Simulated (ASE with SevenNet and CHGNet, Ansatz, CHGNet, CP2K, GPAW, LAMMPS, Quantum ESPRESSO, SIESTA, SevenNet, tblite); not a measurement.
# Machine-learned potentials on free surface of ionic liquid triethylsulfonium formate with water at 340 K (81 atoms): settings against a plane-wave reference

How do the settings of machine-learned potentials change the result for free surface of ionic liquid triethylsulfonium formate with water at 340 K (81 atoms)? A plane-wave run serves as the yardstick.

Program: ASE with SevenNet and CHGNet. Level of theory: the method is named at each step. Results are calculated unless marked as measured.

## 1. Set-up

The cell holds 81 atoms: 21 C, 3 S, 50 H and 7 O. Cell: a = 8.574 Å, b = 8.574 Å, c = 21.346 Å, α = 90.0°, β = 90.0°, γ = 90.0°. 3 triethylsulfonium, 3 formate, 1 H2O placed at random, at 1.02 g/cm³, as a film with 10 Å of vacuum; overlaps pushed apart, then 10 ps at 390 K with MMFF94 bonds, angles, torsions, charges and radii (Halgren, J. Comput. Chem. 17, 490 (1996)) in harmonic and 12-6 forms; SPC/E water (Berendsen, Grigera and Straatsma, J. Phys. Chem. 91, 6269 (1987)); charges of ions scaled by 0.8. Snapshot after 30 ps at 340 K and fixed volume. Vacuum lies along c.

The yardstick, on the same geometry:

| Property | Result |
| --- | --- |
| method | Kohn-Sham DFT, PBE, PAW, plane waves (Ansatz 0.2.0); cutoff 420 eV, Γ point, fermi-dirac smearing of 0.05 eV; PAW set soft_2 |
| r.m.s. force component | 0.8353 eV/Å |
| longest force | 3.282 eV/Å |
| gap (highest filled to lowest empty level) | 1.984 eV |
| SCF cycles | 10 |
| time | 4.4 s on 8 threads of Arm Neoverse V2, shared host |
| CPU time | 31 s |

## 2. SevenNet 0 potential

Method: machine-learned interatomic potential SevenNet 0, trained on PBE(+U) plane-wave data.

The input, run.py:

```python
import numpy as np
from ase.io import read
import mlip  # loads the published weights by name

atoms = read("structure.xyz")
atoms.calc = mlip.calc("7net-0")
energy = atoms.get_potential_energy()
forces = atoms.get_forces()
print(f"energy {energy:.6f} eV")
print("forces (eV/A)")
for i, (a, f) in enumerate(zip(atoms, forces)):
    print(f"{i:4d} {a.symbol:2s} {f[0]:10.5f} {f[1]:10.5f} {f[2]:10.5f}")
```

The input, structure.xyz:

```xyz
81
Lattice="8.57364 0.00000 0.00000 0.00000 8.57364 0.00000 0.00000 0.00000 21.34624" Properties=species:S:1:pos:R:3 pbc="T T T"
C 8.30168 2.49870 8.17646
C 0.79375 2.07645 7.20030
S 2.27673 1.39039 8.16088
C 2.09300 8.31849 7.38110
C 3.37801 7.63140 7.75765
C 3.43726 1.98994 6.87925
C 3.66180 3.43117 7.14480
H 7.44192 2.94342 7.60993
H 7.87737 1.59993 8.61278
H 0.22489 3.24152 8.93255
H 1.22500 2.88649 6.60239
H 0.29648 1.29633 6.59001
H 1.14784 7.83571 7.78754
H 2.16390 8.40114 6.30226
H 3.19248 6.57624 7.96129
H 4.15393 7.63114 6.99217
H 3.85171 7.88106 8.71161
H 3.02744 1.87643 5.86595
H 4.41971 1.50682 6.83699
H 2.71287 4.02610 7.37128
H 4.26230 3.57555 8.00527
H 4.28913 3.94105 6.36203
C 6.56526 6.00824 3.20898
C 5.17325 6.64714 3.40793
S 4.04290 5.19288 3.60751
C 3.78826 4.57232 1.85968
C 4.59556 3.32717 1.81763
C 2.51653 6.27282 3.56760
C 1.31845 5.50856 4.01395
H 6.93710 5.25907 3.90999
H 7.35215 6.78586 3.35712
H 6.63986 5.54612 2.22535
H 4.84668 7.07823 2.44585
H 5.08177 7.35284 4.28654
H 4.07411 5.24089 1.10616
H 2.73971 4.27259 1.83172
H 4.66132 2.92816 0.84873
H 4.21360 2.51311 2.47744
H 5.56258 3.44360 2.25416
H 2.45798 7.18008 4.15675
H 2.50522 6.57007 2.51523
H 1.50716 5.16742 5.01978
H 1.18668 4.65600 3.32340
H 0.48715 6.20689 4.12089
C 1.09640 6.18057 19.66181
C 2.11563 7.31717 19.90217
S 1.36570 0.36532 19.40736
C 2.79929 1.44749 19.64516
C 3.42740 1.65977 18.30888
C 0.56243 0.64585 21.06596
C 7.68687 0.07356 21.14217
H 1.51676 5.15910 19.77879
H 0.64088 6.25790 18.59279
H 0.23612 6.25721 20.31543
H 2.55417 7.31091 20.93468
H 2.97745 7.21849 19.20265
[... 21 atom lines left out ...]
H 5.50899 5.23215 18.83037
O 5.92850 1.47792 4.92671
H 6.30480 0.67037 5.38096
H 6.59519 1.83270 4.27138
```

Run with:

```bash
$ OMP_NUM_THREADS=1 python run.py > output.txt
```

What it wrote:

```text
energy -429.906738 eV
forces (eV/A)
   0 C     0.58048    1.62400    0.60617
   1 C    -0.61782   -0.17210    0.07944
   2 S    -0.74933   -0.06023   -1.61288
   3 C     0.34690   -0.90587    1.19391
   4 C     0.30551   -1.35626    0.76920
   5 C     0.78200    0.45875   -0.74001
   6 C    -0.73357    1.89440   -0.41303
   7 H     0.68199    0.13615    0.36352
   8 H     0.01758   -0.15149    0.62525
   9 H    -1.29140   -1.15167   -0.96849
  10 H    -0.26962   -0.04783    0.03417
  11 H     0.78275    0.04082   -0.12231
  12 H     0.85018    0.48912   -0.62394
  13 H    -0.83269    0.38442   -0.49150
  14 H    -0.34659   -0.47478   -0.19271
  15 H     0.06977    0.44208   -0.23263
  16 H    -0.00585    0.65647    0.07070
  17 H    -0.41636   -0.31195    0.07925
  18 H    -0.01290   -0.56147    0.44875
  19 H     0.97212   -0.51221   -0.53632
  20 H     0.70135    0.00126    1.37215
  21 H    -0.79732   -0.47021    0.10231
  22 C     0.38237    0.98534    0.44873
  23 C     0.88046   -0.66948    0.22777
[...]
73 H    -0.69546   -0.51745    0.78980
  74 O     0.72634    0.40786   -0.11780
  75 C    -0.77886    0.99131   -0.23392
  76 O     0.08931   -0.97109   -0.07971
  77 H    -0.08590   -0.42579    0.60801
  78 O    -0.95952    0.94228   -0.27599
  79 H     0.12171    0.51359   -0.47428
  80 H    -0.23537   -0.45805    0.51315
```

It took 7.3 s on 1 thread of Arm Neoverse V2, shared host; peak memory 0.92 GiB.

Banners, paths, timers and routine set-up lines are dropped from the logs unmarked, and long logs keep their key lines alone; longer cuts are marked.

Compared with the plane-wave run:

```yaml
r_m_s_force_component: 0.7238 eV/Å
r_m_s_difference_of_force_components: 215.8 meV/Å
longest_difference_of_force_vectors: 1528 meV/Å
force_difference_over_r_m_s_force: 25.84 %
slope_of_forces_against_the_reference_s: 0.8421
correlation_of_force_components: 0.9718
```

Length of the force difference by element (eV/Å):

```
element  atoms  mean  most
      C     21  0.44  0.66
      H     50  0.14  0.31
      O      7  0.23  0.36
      S      3   1.3   1.5
```

Local excerpt of 9 atoms (numbers count through the whole input) about S47, one of the 3 S atoms; x, y, z are measured from there.

```
atom      x      y      z  distance (Å)  bonds     Fx     Fy  Fz (eV/Å)
 S47   0.00   0.00   0.00          0.00      3  -0.19  -0.69       1.47
 C48   1.43   1.08   0.24          1.81      4  -0.58   0.59      -0.74
 C46   0.75  -1.62   0.49          1.85      4   0.52  -1.13      -0.66
 C50  -0.80   0.28   1.66          1.86      4  -1.68  -1.30      -0.30
 H57   2.01   0.51   0.93          2.27      1   0.88  -0.14       0.95
 H58   0.99   2.01   0.63          2.33      1   0.29  -0.08       0.30
 H62  -0.91   1.31   1.74          2.36      1   0.10   2.41      -0.19
 H56   1.61  -1.72  -0.20          2.37      1  -0.39   0.06       0.30
 H55   1.19  -1.63   1.53          2.53      1  -0.46   0.32      -0.52
```

Atoms are counted from 1 here, from 0 in the log.

Forces lie 26 % from the reference's, at 0.23 times its CPU time (on 1 against 8 cores).

The difference per atom is largest on S (1.3 eV/Å on average, against 0.44 on C).

## 3. CHGNet 0.3.0 potential

Method: machine-learned interatomic potential CHGNet 0.3.0, trained on PBE(+U) plane-wave data.

Changes to run.py since step 2:

```diff
@@ -5,3 +5,3 @@
 atoms = read("structure.xyz")
-atoms.calc = mlip.calc("7net-0")
+atoms.calc = mlip.calc("chgnet-0.3.0")
 energy = atoms.get_potential_energy()
```

structure.xyz is that of step 2.

What it wrote:

```text
CHGNet v0.3.0 initialized with 412,525 parameters
CHGNet will run on cpu
energy -436.798340 eV
forces (eV/A)
   0 C     0.37892    1.73080    0.35868
   1 C    -0.76950   -0.24531    0.16496
   2 S    -0.36065   -0.29894   -1.09608
   3 C    -0.06814   -0.55981    1.21414
   4 C     0.62279   -1.47297    0.86054
   5 C     0.52539    0.20008   -0.54700
   6 C    -0.55067    2.28451   -0.59097
   7 H     0.64163    0.11053    0.43286
   8 H    -0.00235   -0.15061    0.64477
   9 H    -1.24613   -1.17987   -0.95578
  10 H    -0.27359    0.10493   -0.14759
  11 H     0.71379    0.01828   -0.16834
  12 H     0.96170    0.46405   -0.63693
  13 H    -0.77330    0.27797   -0.61472
  14 H    -0.37200   -0.48170   -0.29027
  15 H     0.01779    0.36245   -0.30823
  16 H    -0.07348    0.70535    0.12674
  17 H    -0.31162   -0.32397    0.00557
  18 H    -0.06072   -0.51851    0.36368
  19 H     0.95195   -0.56536   -0.51461
  20 H     0.69520   -0.02674    1.32785
  21 H    -0.74757   -0.49552    0.21981
  22 C     0.71261    1.05536    0.35936
  23 C     0.82549   -0.61587   -0.01252
[...]
73 H    -0.76748   -0.61572    0.69234
  74 O     0.60001    0.27934   -0.20985
  75 C    -0.66211    0.93505    0.23736
  76 O     0.10771   -0.83337   -0.22894
  77 H    -0.04576   -0.37216    0.28365
  78 O    -0.86917    0.78727   -0.23302
  79 H     0.04692    0.47935   -0.42631
  80 H    -0.04502   -0.43271    0.37882
```

Elapsed: 3.9 s, on 1 thread; peak memory 1.3 GiB.

Against the reference:

- r.m.s. force component: 0.712 eV/Å
- r.m.s. difference of force components: 260.5 meV/Å
- longest difference of force vectors: 2110 meV/Å
- force difference over r.m.s. force: 31.19 %
- slope of forces against the reference's: 0.8146
- correlation of force components: 0.9557

Against the first run (26 %), the force difference from the reference is 31 %, at 0.52 times the CPU time.

The difference per atom is largest on S (1.7 eV/Å on average, against 0.45 on C).

## 4. CHGNet r2SCAN potential

Method: machine-learned interatomic potential CHGNet r2SCAN, trained on r2SCAN plane-wave data.

Changes to run.py since step 3:

```diff
@@ -5,3 +5,3 @@
 atoms = read("structure.xyz")
-atoms.calc = mlip.calc("chgnet-0.3.0")
+atoms.calc = mlip.calc("chgnet-r2scan")
 energy = atoms.get_potential_energy()
```

structure.xyz is that of step 3.

What it wrote:

```text
CHGNet vr2scan initialized with 412,525 parameters
CHGNet will run on cpu
energy -470.162781 eV
forces (eV/A)
   0 C     0.33465    1.41288    0.23120
   1 C    -0.48498   -0.26302   -0.07870
   2 S    -0.32660   -0.23742   -0.98136
   3 C    -0.27422   -0.41928    0.96982
   4 C     0.59051   -1.34140    0.76099
   5 C     0.34495    0.13820   -0.69046
   6 C    -0.60928    2.03705   -0.54119
   7 H     0.68864   -0.04015    0.50400
   8 H     0.03487    0.04766    0.43965
   9 H    -1.08965   -1.08030   -0.92219
  10 H    -0.39996   -0.05110   -0.02048
  11 H     0.74541    0.16593    0.02190
  12 H     1.11948    0.47929   -0.62426
  13 H    -0.69618    0.23672   -0.44617
  14 H    -0.28099   -0.28287   -0.24692
  15 H    -0.12453    0.33276   -0.15499
  16 H    -0.15056    0.61472   -0.02262
  17 H    -0.17095   -0.25405    0.22579
  18 H    -0.21253   -0.39313    0.38129
  19 H     1.02311   -0.63626   -0.46300
  20 H     0.57168   -0.03402    1.04718
  21 H    -0.72829   -0.51892    0.33946
  22 C     0.54205    1.00411    0.36404
  23 C     0.59916   -0.34900    0.07569
[...]
73 H    -0.25425   -0.35870    0.39020
  74 O     0.60604    0.26021   -0.35579
  75 C    -0.49690    0.89515    0.13355
  76 O     0.16827   -0.75831   -0.38383
  77 H    -0.34515   -0.39776    0.72674
  78 O    -0.38516    0.50209   -0.19936
  79 H    -0.07214    0.81632   -0.72715
  80 H    -0.40873   -0.54048    0.66360
```

The job ended after 3.6 s (1 thread; peak memory 1.3 GiB).

Numbers from this run, and their distance from the reference:

* r.m.s. force component: 0.6636 eV/Å
* r.m.s. difference of force components: 328 meV/Å
* longest difference of force vectors: 2232 meV/Å
* force difference over r.m.s. force: 39.27 %
* slope of forces against the reference's: 0.7385
* correlation of force components: 0.9295

Against the first run (26 %), the force difference from the reference is 39 %, at 0.51 times the CPU time; this potential was trained at another functional than the reference's, which explains only part of so large a difference.

The difference per atom is largest on S (1.9 eV/Å on average, against 0.62 on C).

## 5. Side by side

Differences are against the plane-wave reference, forces as r.m.s. over components; share is that over the reference's r.m.s. force, slope the least-squares factor from reference forces to these. Total energies of different programs have different zeros and aren't compared.

```
                    run  Δ force, r.m.s. (meV/Å)  share (%)  slope  cores  CPU time  memory (GiB)
              reference                        -          -      -      8      31 s           1.3
   SevenNet 0 potential                      216       25.8  0.842      1     7.1 s          0.92
 CHGNet 0.3.0 potential                      260       31.2  0.815      1     3.7 s           1.3
CHGNet r2SCAN potential                      328       39.3  0.739      1     3.6 s           1.3
```

Times of the machine-learned potentials are mostly Python's start and the loading of weights.

CPU time is summed over cores on a shared host, where runs went side by side, so it is rough. Symmetry, cutoffs, thresholds, outputs and thread counts weren't matched or tuned between programs; memory under MPI is the largest rank's times the ranks.

## 6. Summary of results

| Property | Result |
| --- | --- |
| nearest in forces | SevenNet 0 potential, 26 % |
| its CPU time | 7.1 s |

**Reading.** Machine-learned potentials differ by 26 % (SevenNet 0 potential) to 39 % (CHGNet r2SCAN potential); they were trained on other programs' data, some at another functional. Among those trained on PBE data the slope goes as low as 0.81, which softening far from their training structures can give, though the reference's k-sampling is untested too. Machine-learned potentials mimic data converged in k, so the reference's own k-point error enters their differences. The network of contacts between molecules at the start is that of the classical potential that made the cell, and needn't be the one that DFT or experiment would give. The reference's PBE has no dispersion term, which matters for the binding between molecules or layers. The electronic-structure runs sample only Γ, in a cell whose shortest periodic width is 9 Å.

[Also dropped from logs without a mark: logging warnings of Python, and SIESTA's first energy breakdown and zero terms.]

[Logs are printed without paths, hosts, clocks, repeated set-up lines and the standing remarks that a program may print on its own settings, such as how far it seeks lower states.]

[Hosts, paths, dates, database ids (printed as entryN), source tags and the programs' standing remarks are cut or masked in the printed files.]

[The MMFF94 radii named for the starting cell were scaled by 0.96; in molecules described by MMFF94, hydrogen bound to N, O or S took a small fixed 12-6 site in their place.]
